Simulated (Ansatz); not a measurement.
## WC (Qusongite, P-6m2): Grüneisen parameters

Does WC (Qusongite, P-6m2) expand much on heating, by its phonons?

Method: DFT PBEsol, scalar-relativistic, plane waves, PAW, in Ansatz 0.2.0.

Most raw output is cut from this account.

**1. Starting point**

It takes space group P-6m2 (No. 187, hexagonal). Conventional cell: a = 2.898 Å, b = 2.898 Å, c = 2.827 Å, α = 90.00°, β = 90.00°, γ = 120.00°. Nearest to W lie 6 C at 2.19 Å. Nearest to C lie 6 W at 2.19 Å. Farther neighbours are not listed.

**2. Phonons on a q mesh**

The cell comes from relaxations at this level that are not shown. Stability and thermal properties need the whole zone. Linear response on a 3×3×4 q mesh gives force constants as far as a supercell of that size would.

The input, input.yaml:

```yaml
crystal:
  lattice:
    - [2.8984900685, 0.0, 0.0]
    - [-1.4492450342, 2.5101660319, 0.0]
    - [0.0, 0.0, 2.827286569]
  atoms:
    - { symbol: W, position: [0.0, 0.0, 0.0] }
    - { symbol: C, position: [0.6666666667, 0.3333333333, 0.5] }
kpoints:
  mp_grid: { grid: [15, 15, 16] }
hamiltonian:
  xc: pbesol
scf:
  occupations: { method: methfessel_paxton, width: 0.15 }
output:
  eigenvalues: true
phonons:
  method: dfpt
  qmesh: [3, 3, 4]
  temperatures: { t_max: 1000, t_step: 50 }
  qpath:
    path:
      - [[0.0, 0.0, 0.0], [0.5, 0.0, 0.0], [0.33333333, 0.33333333, 0.0], [0.0, 0.0, 0.0], [0.0, 0.0, 0.5], [0.5, 0.0, 0.5], [0.33333333, 0.33333333, 0.5], [0.0, 0.0, 0.5]]
      - [[0.5, 0.0, 0.5], [0.5, 0.0, 0.0]]
      - [[0.33333333, 0.33333333, 0.5], [0.33333333, 0.33333333, 0.0]]
    npoints: 10
```

Command:

```sh
$ ansatz run input.yaml --threads 4 --pin off --max-ram 7168MiB --backend cpu --events-out ev --progress --plain --runs-dir out
```

The job ended after 11 min (4 threads of Arm Neoverse N1, shared host; peak memory 1.6 GiB).

This step gave:

- volume per atom: 10.29 Å³
- gap on the k-mesh: 0 eV
- sum-rule residual before enforcement: 3.39e-5 eV/Å²
- lowest frequency on the path: 0 cm⁻¹
- point group: -6m2
- highest frequency on the path or at a solved wavevector: 759.6 cm⁻¹
- mean frequency: 427.3 cm⁻¹
- Debye temperature (second moment): 897 K
- logarithmic mean frequency: 360.3 cm⁻¹
- highest optical mode at the zone centre (no LO-TO term): 622.1 cm⁻¹
- lowest optical zone-centre mode: 590.1 cm⁻¹
- lowest mode on the q mesh (acoustic modes at Γ apart): 124.5 cm⁻¹
- zero-point energy per atom: 79.46 meV
- heat capacity at 300 K: 17.38 J/(mol atoms K)
- vibrational entropy at 300 K: 15.88 J/(mol atoms K)
- edges of the widest gap between branches, on path and mesh: 288.2, 549.8 cm⁻¹

Frequencies (cm⁻¹) solved at each irreducible wavevector; negative means imaginary. Frequencies by wavevector, by row:

| q in reciprocal lattice units | star | mode 1 | mode 2 | mode 3 | mode 4 | mode 5 | mode 6 |
| --- | --- | --- | --- | --- | --- | --- | --- |
| 0 0 0 | 1 | 0 | 0 | 0 | 590.1 | 622.1 | 622.1 |
| 0 0 0.25 | 2 | 124.5 | 124.5 | 209.7 | 583.2 | 583.2 | 711.2 |
| 0 0 -0.5 | 1 | 178.6 | 178.6 | 288.2 | 549.8 | 549.8 | 759.6 |
| 0 0.3333 0 | 6 | 149.3 | 165.9 | 239.2 | 610 | 635.7 | 688.1 |
| 0 0.3333 0.25 | 12 | 180.4 | 206 | 242.8 | 609.8 | 638 | 700.6 |
| 0 0.3333 -0.5 | 6 | 206.7 | 222.4 | 257.8 | 615.6 | 646.3 | 714.1 |
| 0.3333 0.3333 0 | 2 | 200.4 | 222.4 | 243.4 | 615.3 | 654.2 | 678.5 |
| 0.3333 0.3333 0.25 | 4 | 222.1 | 227.4 | 230.9 | 655.4 | 658 | 660.1 |
| 0.3333 0.3333 -0.5 | 2 | 219.4 | 219.7 | 247.1 | 662.3 | 666.2 | 687 |

Symmetry leaves 9 wavevectors to solve. The lowest mode among them, the acoustic zeros apart, lies at q = (0, 0, 0.25) and is real, 124 cm⁻¹.

**3. Relaxing at another volume, volume ratio 0.97**

The volume is scaled by 0.97 and held, while shape and atoms relax as far as symmetry allows. The modes can then be followed against volume.

input.yaml, the sections that differ from step 2:

```yaml
crystal:
  lattice:
    - [2.8692103892, 0.0, 0.0]
    - [-1.4346051946, 2.4848090858, 0.0]
    - [0.0, 0.0, 2.7987261662]
  atoms:
    - { symbol: W, position: [0.0, 0.0, 0.0] }
    - { symbol: C, position: [0.6666666667, 0.3333333333, 0.5] }
output:
  forces: true
  stress: true
  eigenvalues: true
relax:
  adjacent_minimum: "off"
  f_tol: 0.001
  max_steps: 60
  cell: { stress_tol: 0.01, fix: [volume] }
# kpoints, hamiltonian, scf: as in step 2
# phonons: removed
```

It took 29 s on 4 threads; peak memory 0.4 GiB.

Relaxation path:

| step | energy less that of the first step (eV) | largest force component (eV/Å) | pressure (GPa) | volume (Å³) |
| --- | --- | --- | --- | --- |
| 1 | 0.0000 | 0.0000 | 13.33 | 19.95 |
| 2 | 0.0006 | 0.0000 | 13.00 | 19.95 |
| 3 | -0.0002 | 0.0000 | 13.21 | 19.95 |
| 4 | -0.0002 | 0.0000 | 13.21 | 19.95 |
| 5* | -0.0002 | 0.0000 | 13.21 | 19.95 |

Relaxation steps marked * repeat the geometry before them on a plane-wave basis chosen anew for their cell, so energy and pressure can jump there. Relaxation step 2 was tried and not accepted.

The run keeps the 12 symmetry operations that it works with, so distortions that break them were not tested.

| conventional cell, symmetrised | before | after | change |
| --- | --- | --- | --- |
| a (Å) | 2.869 | 2.867 | -0.1 % |
| b (Å) | 2.869 | 2.867 | -0.1 % |
| c (Å) | 2.799 | 2.804 | +0.2 % |
| volume (Å³/atom) | 9.98 | 9.98 | +0.0 % |

The relaxed structure:

```cif
data_structure
_symmetry_space_group_name_H-M 'P 1'
_symmetry_Int_Tables_number 1
_cell_length_a 2.8667
_cell_length_b 2.8667
_cell_length_c 2.8036
_cell_angle_alpha 90.000
_cell_angle_beta 90.000
_cell_angle_gamma 120.000
_cell_volume 19.95
loop_
_atom_site_label
_atom_site_type_symbol
_atom_site_fract_x
_atom_site_fract_y
_atom_site_fract_z
_atom_site_occupancy
W1 W 0.00000 0.00000 0.00000 1
C2 C 0.66667 0.33333 0.50000 1
```

This step gave:

- pressure: 13.21 GPa
- volume per atom: 9.977 Å³

The cell grew by 0.0 % in volume.

**4. Phonons at the other volume, volume ratio 0.97**

The phonons are repeated at this volume on the same k and q meshes.

The input, input.yaml:

```yaml
crystal:
  lattice:
    - [2.8667218264, 0.0, 0.0]
    - [-1.4333609132, 2.4826539273, 0.0]
    - [0.0, 0.0, 2.8035873485]
  atoms:
    - { symbol: W, position: [0.0, 0.0, 0.0] }
    - { symbol: C, position: [0.6666666667, 0.3333333333, 0.5] }
kpoints:
  mp_grid: { grid: [15, 15, 16] }
hamiltonian:
  xc: pbesol
scf:
  occupations: { method: methfessel_paxton, width: 0.15 }
output:
  eigenvalues: true
phonons:
  method: dfpt
  qmesh: [3, 3, 4]
  temperatures: { t_max: 1000, t_step: 50 }
  qpath:
    path:
      - [[0.0, 0.0, 0.0], [0.5, 0.0, 0.0], [0.33333333, 0.33333333, 0.0], [0.0, 0.0, 0.0], [0.0, 0.0, 0.5], [0.5, 0.0, 0.5], [0.33333333, 0.33333333, 0.5], [0.0, 0.0, 0.5]]
      - [[0.5, 0.0, 0.5], [0.5, 0.0, 0.0]]
      - [[0.33333333, 0.33333333, 0.5], [0.33333333, 0.33333333, 0.0]]
    npoints: 10
```

The job ended after 11 min (4 threads; peak memory 1.5 GiB).

Numbers from this step:

```yaml
sum_rule_residual_before_enforcement: 4.93e-5 eV/Å²
highest_frequency_on_the_path_or_at_a_solved_wavevector: 796.8 cm⁻¹
mean_frequency: 447.9 cm⁻¹
debye_temperature_second_moment: 942 K
logarithmic_mean_frequency: 377 cm⁻¹
highest_optical_mode_at_the_zone_centre_no_lo_to_term: 652.7 cm⁻¹
lowest_optical_zone_centre_mode: 630.0 cm⁻¹
lowest_mode_on_the_q_mesh_acoustic_modes_at_gamma_apart: 129.5 cm⁻¹
zero_point_energy_per_atom: 83.3 meV
heat_capacity_at_300_k: 16.89 J/(mol atoms K)
vibrational_entropy_at_300_k: 15.12 J/(mol atoms K)
edges_of_the_widest_gap_between_branches_on_path_and_mesh: 301.3, 579.3 cm⁻¹
```

Frequencies (cm⁻¹) solved at each irreducible wavevector; negative means imaginary. Frequencies by wavevector, by row:

| q in reciprocal lattice units | star | mode 1 | mode 2 | mode 3 | mode 4 | mode 5 | mode 6 |
| --- | --- | --- | --- | --- | --- | --- | --- |
| 0 0 0 | 1 | 0 | 0 | 0 | 630 | 652.7 | 652.7 |
| 0 0 0.25 | 2 | 129.5 | 129.5 | 218.2 | 612.8 | 612.8 | 749.2 |
| 0 0 -0.5 | 1 | 186.4 | 186.4 | 301.3 | 579.3 | 579.3 | 796.8 |
| 0 0.3333 0 | 6 | 154.3 | 173.4 | 251.5 | 640.1 | 674.3 | 717.2 |
| 0 0.3333 0.25 | 12 | 187.8 | 213.4 | 254.9 | 639.4 | 670.1 | 735.4 |
| 0 0.3333 -0.5 | 6 | 216 | 232.9 | 267.3 | 645.4 | 676.3 | 750.9 |
| 0.3333 0.3333 0 | 2 | 210.3 | 232.2 | 255.5 | 645 | 692.5 | 707.6 |
| 0.3333 0.3333 0.25 | 4 | 233.6 | 236.2 | 241.5 | 685.2 | 687.9 | 697.2 |
| 0.3333 0.3333 -0.5 | 2 | 229.1 | 232.8 | 255.2 | 692.7 | 703.6 | 717.3 |

The highest optical mode at the zone centre (no LO-TO term) is 652.7 cm⁻¹, +30.6 cm⁻¹ against the base run.

**5. Relaxing at another volume, volume ratio 1.03**

The volume is scaled by 1.03 and held, while shape and atoms relax as far as symmetry allows. The modes can then be followed against volume.

input.yaml, the sections that differ from step 4:

```yaml
crystal:
  lattice:
    - [2.9271898564, 0.0, 0.0]
    - [-1.4635949282, 2.5350207774, 0.0]
    - [0.0, 0.0, 2.855281326]
  atoms:
    - { symbol: W, position: [0.0, 0.0, 0.0] }
    - { symbol: C, position: [0.6666666667, 0.3333333333, 0.5] }
output:
  forces: true
  stress: true
  eigenvalues: true
  write_density: true
  write_potential: true
  elf: true
  volumetric_format: npy
relax:
  adjacent_minimum: "off"
  f_tol: 0.001
  max_steps: 60
  cell: { stress_tol: 0.01, fix: [volume] }
# kpoints, hamiltonian, scf: as in step 4
# phonons: removed
```

Elapsed: 36 s, on 4 threads; peak memory 0.41 GiB.

The steps of the relaxation:

| step | energy less that of the first step (eV) | largest force component (eV/Å) | pressure (GPa) | volume (Å³) |
| --- | --- | --- | --- | --- |
| 1 | 0.0000 | 0.0000 | -11.39 | 21.19 |
| 2 | 0.0008 | 0.0000 | -11.03 | 21.19 |
| 3 | -0.0002 | 0.0000 | -11.28 | 21.19 |
| 4* | -0.0002 | 0.0000 | -11.28 | 21.19 |
| 5 | -0.0002 | 0.0000 | -11.28 | 21.19 |
| 6* | -0.0002 | 0.0000 | -11.28 | 21.19 |

Relaxation steps marked * repeat the geometry before them on a plane-wave basis chosen anew for their cell, so energy and pressure can jump there. Relaxation step 2 was tried and not accepted.

Forces are held to the 12 operations that the run works with; a distortion that breaks them can't arise in this run.

| conventional cell, symmetrised | before | after | change |
| --- | --- | --- | --- |
| a (Å) | 2.927 | 2.930 | +0.1 % |
| b (Å) | 2.927 | 2.930 | +0.1 % |
| c (Å) | 2.855 | 2.850 | -0.2 % |
| volume (Å³/atom) | 10.59 | 10.59 | +0.0 % |

The relaxed structure:

```
W C
1.0
     2.92974    0.00000    0.00000
    -1.46487    2.53723    0.00000
     0.00000    0.00000    2.85031
W C
1 1
Direct
  0.00000 0.00000 0.00000
  0.66667 0.33333 0.50000
```

Numbers from this step:

```
pressure        : -11.28 GPa
volume per atom : 10.59 Å³
```

**6. Phonons at the other volume, volume ratio 1.03**

The input, input.yaml:

```yaml
crystal:
  lattice:
    - [2.9297431567, 0.0, 0.0]
    - [-1.4648715783, 2.5372320002, 0.0]
    - [0.0, 0.0, 2.8503066827]
  atoms:
    - { symbol: W, position: [0.0, 0.0, 0.0] }
    - { symbol: C, position: [0.6666666667, 0.3333333333, 0.5] }
kpoints:
  mp_grid: { grid: [15, 15, 16] }
hamiltonian:
  xc: pbesol
scf:
  occupations: { method: methfessel_paxton, width: 0.15 }
output:
  eigenvalues: true
phonons:
  method: dfpt
  qmesh: [3, 3, 4]
  temperatures: { t_max: 1000, t_step: 50 }
  qpath:
    path:
      - [[0.0, 0.0, 0.0], [0.5, 0.0, 0.0], [0.33333333, 0.33333333, 0.0], [0.0, 0.0, 0.0], [0.0, 0.0, 0.5], [0.5, 0.0, 0.5], [0.33333333, 0.33333333, 0.5], [0.0, 0.0, 0.5]]
      - [[0.5, 0.0, 0.5], [0.5, 0.0, 0.0]]
      - [[0.33333333, 0.33333333, 0.5], [0.33333333, 0.33333333, 0.0]]
    npoints: 10
```

The job ended after 9.6 min (4 threads; peak memory 1.5 GiB).

Numbers from this step:

- sum-rule residual before enforcement: 2.21e-5 eV/Å²
- highest frequency on the path or at a solved wavevector: 724.0 cm⁻¹
- mean frequency: 407.4 cm⁻¹
- Debye temperature (second moment): 855 K
- logarithmic mean frequency: 344 cm⁻¹
- highest optical mode at the zone centre (no LO-TO term): 591.9 cm⁻¹
- lowest optical zone-centre mode: 551.7 cm⁻¹
- lowest mode on the q mesh (acoustic modes at Γ apart): 119.6 cm⁻¹
- zero-point energy per atom: 75.75 meV
- heat capacity at 300 K: 17.85 J/(mol atoms K)
- vibrational entropy at 300 K: 16.68 J/(mol atoms K)
- edges of the widest gap between branches, on path and mesh: 275.6, 521.3 cm⁻¹

Frequencies (cm⁻¹) solved at each irreducible wavevector; negative means imaginary. Frequencies by wavevector, by row:

| q in reciprocal lattice units | star | mode 1 | mode 2 | mode 3 | mode 4 | mode 5 | mode 6 |
| --- | --- | --- | --- | --- | --- | --- | --- |
| 0 0 0 | 1 | 0 | 0 | 0 | 551.7 | 591.9 | 591.9 |
| 0 0 0.25 | 2 | 119.6 | 119.6 | 201.5 | 554.9 | 554.9 | 674.8 |
| 0 0 -0.5 | 1 | 171.2 | 171.2 | 275.6 | 521.3 | 521.3 | 724 |
| 0 0.3333 0 | 6 | 144.3 | 158.6 | 227.3 | 581.1 | 598.6 | 660.1 |
| 0 0.3333 0.25 | 12 | 173.3 | 198.6 | 231.1 | 581.3 | 606.7 | 667.8 |
| 0 0.3333 -0.5 | 6 | 197.8 | 212.3 | 248.5 | 586.9 | 617.6 | 678.9 |
| 0.3333 0.3333 0 | 2 | 190.8 | 212.7 | 231.9 | 586.4 | 617.4 | 650.6 |
| 0.3333 0.3333 0.25 | 4 | 210.7 | 218.8 | 220.7 | 624.5 | 626.8 | 629 |
| 0.3333 0.3333 -0.5 | 2 | 206.7 | 210.4 | 239 | 630.6 | 633.1 | 657.9 |

The highest optical mode at the zone centre (no LO-TO term) is 591.9 cm⁻¹, -30.2 cm⁻¹ against the base run.

**7. Grüneisen parameters**

The Grüneisen parameter of a mode is minus the logarithmic change of its frequency with volume, −d ln ω / d ln V; weighted by heat capacity it gives the expansion.

Numbers from this step:

```
bulk modulus : 408 GPa
```

The phonon branches at the labelled points (cm⁻¹):

| point | branch 1 | branch 2 | branch 3 | branch 4 | branch 5 | branch 6 |
| --- | --- | --- | --- | --- | --- | --- |
| Γ | 0 | 0 | 0 | 590 | 622 | 622 |
| halfway | 124 | 136 | 200 | 617 | 621 | 668 |
| M | 170 | 190 | 269 | 600 | 649 | 706 |
| halfway | 192 | 195 | 260 | 607 | 652 | 693 |
| K | 200 | 222 | 243 | 615 | 654 | 679 |
| halfway | 145 | 152 | 215 | 618 | 628 | 673 |
| Γ | 0 | 0 | 0 | 590 | 622 | 622 |
| halfway | 124 | 124 | 210 | 583 | 583 | 711 |
| A | 179 | 179 | 288 | 550 | 550 | 760 |
| halfway | 200 | 210 | 267 | 593 | 615 | 733 |
| L | 211 | 233 | 250 | 638 | 677 | 691 |
| halfway | 213 | 228 | 249 | 650 | 679 | 682 |
| H | 219 | 220 | 247 | 662 | 666 | 687 |
| halfway | 205 | 214 | 262 | 607 | 630 | 723 |
| A | 179 | 179 | 288 | 550 | 550 | 760 |
| jump to L | 211 | 233 | 250 | 638 | 677 | 691 |
| halfway | 192 | 224 | 252 | 617 | 636 | 714 |
| M | 170 | 190 | 269 | 600 | 649 | 706 |
| jump to H | 219 | 220 | 247 | 662 | 666 | 687 |
| halfway | 222 | 227 | 231 | 655 | 658 | 660 |
| K | 200 | 222 | 243 | 615 | 654 | 679 |

The same for volume x 0.97:

| point | branch 1 | branch 2 | branch 3 | branch 4 | branch 5 | branch 6 |
| --- | --- | --- | --- | --- | --- | --- |
| Γ | 0 | 0 | 0 | 630 | 653 | 653 |
| M | 176 | 200 | 284 | 630 | 688 | 735 |
| K | 210 | 232 | 256 | 645 | 692 | 708 |
| Γ | 0 | 0 | 0 | 630 | 653 | 653 |
| A | 186 | 186 | 301 | 579 | 579 | 797 |
| L | 221 | 244 | 259 | 668 | 707 | 728 |
| H | 229 | 233 | 255 | 693 | 704 | 717 |
| A | 186 | 186 | 301 | 579 | 579 | 797 |
| L | 221 | 244 | 259 | 668 | 707 | 728 |
| M | 176 | 200 | 284 | 630 | 688 | 735 |
| H | 229 | 233 | 255 | 693 | 704 | 717 |
| K | 210 | 232 | 256 | 645 | 692 | 708 |

The same for volume x 1.03:

| point | branch 1 | branch 2 | branch 3 | branch 4 | branch 5 | branch 6 |
| --- | --- | --- | --- | --- | --- | --- |
| Γ | 0 | 0 | 0 | 552 | 592 | 592 |
| M | 165 | 182 | 256 | 571 | 612 | 678 |
| K | 191 | 213 | 232 | 586 | 617 | 651 |
| Γ | 0 | 0 | 0 | 552 | 592 | 592 |
| A | 171 | 171 | 276 | 521 | 521 | 724 |
| L | 201 | 222 | 242 | 609 | 648 | 656 |
| H | 207 | 210 | 239 | 631 | 633 | 658 |
| A | 171 | 171 | 276 | 521 | 521 | 724 |
| L | 201 | 222 | 242 | 609 | 648 | 656 |
| M | 165 | 182 | 256 | 571 | 612 | 678 |
| H | 207 | 210 | 239 | 631 | 633 | 658 |
| K | 191 | 213 | 232 | 586 | 617 | 651 |

Mode Grueneisen parameter -dln(w)/dln(V), modes matched by rank; at Γ the acoustic branches take the value of a neighbouring point of the path. Mode grüneisen parameters along the path, in :

| point | branch 1 | branch 2 | branch 3 | branch 4 | branch 5 | branch 6 |
| --- | --- | --- | --- | --- | --- | --- |
| Γ | 1.18 | 1.31 | 1.53 | 2.21 | 1.63 | 1.63 |
| halfway | 1.15 | 1.43 | 1.65 | 1.71 | 1.94 | 1.45 |
| M | 1.07 | 1.55 | 1.71 | 1.64 | 1.93 | 1.33 |
| halfway | 1.28 | 1.59 | 1.68 | 1.61 | 1.92 | 1.36 |
| K | 1.62 | 1.46 | 1.61 | 1.59 | 1.91 | 1.40 |
| halfway | 1.24 | 1.46 | 1.65 | 1.59 | 2.02 | 1.43 |
| Γ | 1.12 | 1.28 | 1.55 | 2.21 | 1.63 | 1.63 |
| halfway | 1.33 | 1.33 | 1.33 | 1.65 | 1.65 | 1.74 |
| A | 1.42 | 1.42 | 1.49 | 1.76 | 1.76 | 1.60 |
| halfway | 1.42 | 1.50 | 1.30 | 1.63 | 1.58 | 1.64 |
| L | 1.53 | 1.59 | 1.16 | 1.54 | 1.45 | 1.74 |
| halfway | 1.63 | 1.63 | 1.13 | 1.52 | 1.67 | 1.56 |
| H | 1.71 | 1.69 | 1.09 | 1.56 | 1.76 | 1.44 |
| halfway | 1.50 | 1.49 | 1.25 | 1.60 | 1.55 | 1.66 |
| A | 1.42 | 1.42 | 1.49 | 1.76 | 1.76 | 1.60 |
| jump to L | 1.53 | 1.59 | 1.16 | 1.54 | 1.45 | 1.74 |
| halfway | 1.34 | 1.25 | 1.68 | 1.58 | 1.76 | 1.49 |
| M | 1.07 | 1.55 | 1.71 | 1.64 | 1.93 | 1.33 |
| jump to H | 1.71 | 1.69 | 1.09 | 1.56 | 1.76 | 1.44 |
| halfway | 1.72 | 1.28 | 1.50 | 1.55 | 1.55 | 1.72 |
| K | 1.62 | 1.46 | 1.61 | 1.59 | 1.91 | 1.40 |

(dS/dlnV)/C_V. Table of thermodynamic Grueneisen parameter by temperature:

| temperature (K) | thermodynamic Grueneisen parameter |
| --- | --- |
| 50 | 1.34 |
| 100 | 1.41 |
| 150 | 1.44 |
| 200 | 1.46 |
| 250 | 1.48 |
| 300 | 1.49 |
| 350 | 1.50 |
| 400 | 1.50 |
| 450 | 1.51 |
| 500 | 1.51 |
| 550 | 1.51 |
| 600 | 1.51 |
| 650 | 1.52 |
| 700 | 1.52 |
| 750 | 1.52 |
| 800 | 1.52 |
| 850 | 1.52 |
| 900 | 1.52 |
| 950 | 1.52 |
| 1000 | 1.52 |

Gamma C_V/(B V) at the static volume. The volume expansion by temperature:

| temperature (K) | volume expansion (1e-6/K) |
| --- | --- |
| 50 | 0.82 |
| 100 | 3.6 |
| 150 | 5.72 |
| 200 | 7.52 |
| 250 | 9.04 |
| 300 | 10.2 |
| 350 | 11.2 |
| 400 | 11.9 |
| 450 | 12.4 |
| 500 | 12.9 |
| 550 | 13.2 |
| 600 | 13.4 |
| 650 | 13.7 |
| 700 | 13.8 |
| 750 | 14.0 |
| 800 | 14.1 |
| 850 | 14.2 |
| 900 | 14.3 |
| 950 | 14.4 |
| 1000 | 14.4 |

**8. Outcome**

- bulk modulus: 408 GPa
- thermodynamic Grüneisen parameter at 300 K: 1.491
- volume expansion at 300 K, estimated: 10.25 × 10⁻⁶ K⁻¹

In words: By this estimate the volume grows by 10.2 × 10⁻⁶ per kelvin at 300 K. The highest optical mode at Γ goes from 653 to 592 cm⁻¹ as the cell grows, a Grüneisen parameter of 1.63. Mode parameters on the path run from 1.1 to 2.2, with a median of 1.6. Branches are matched by rank, so values near crossings are rough. The expansion is the Grüneisen estimate at the static volume, with the static bulk modulus. The q mesh stands for a supercell only 8.7 Å across, so branches between the solved wavevectors are rough. With no gap, or one that is small against the smearing, the frequencies hang on the k mesh and the smearing, most of all near Kohn anomalies. Spin-orbit coupling is left out, which can matter for the heavy elements here.

[Logs are printed without paths, hosts, clocks, repeated set-up lines and the standing remarks that a program may print on its own settings, such as how far it seeks lower states.]

[Hosts, paths, dates, database ids (printed as entryN), source tags and the programs' standing remarks are cut or masked in the printed files.]
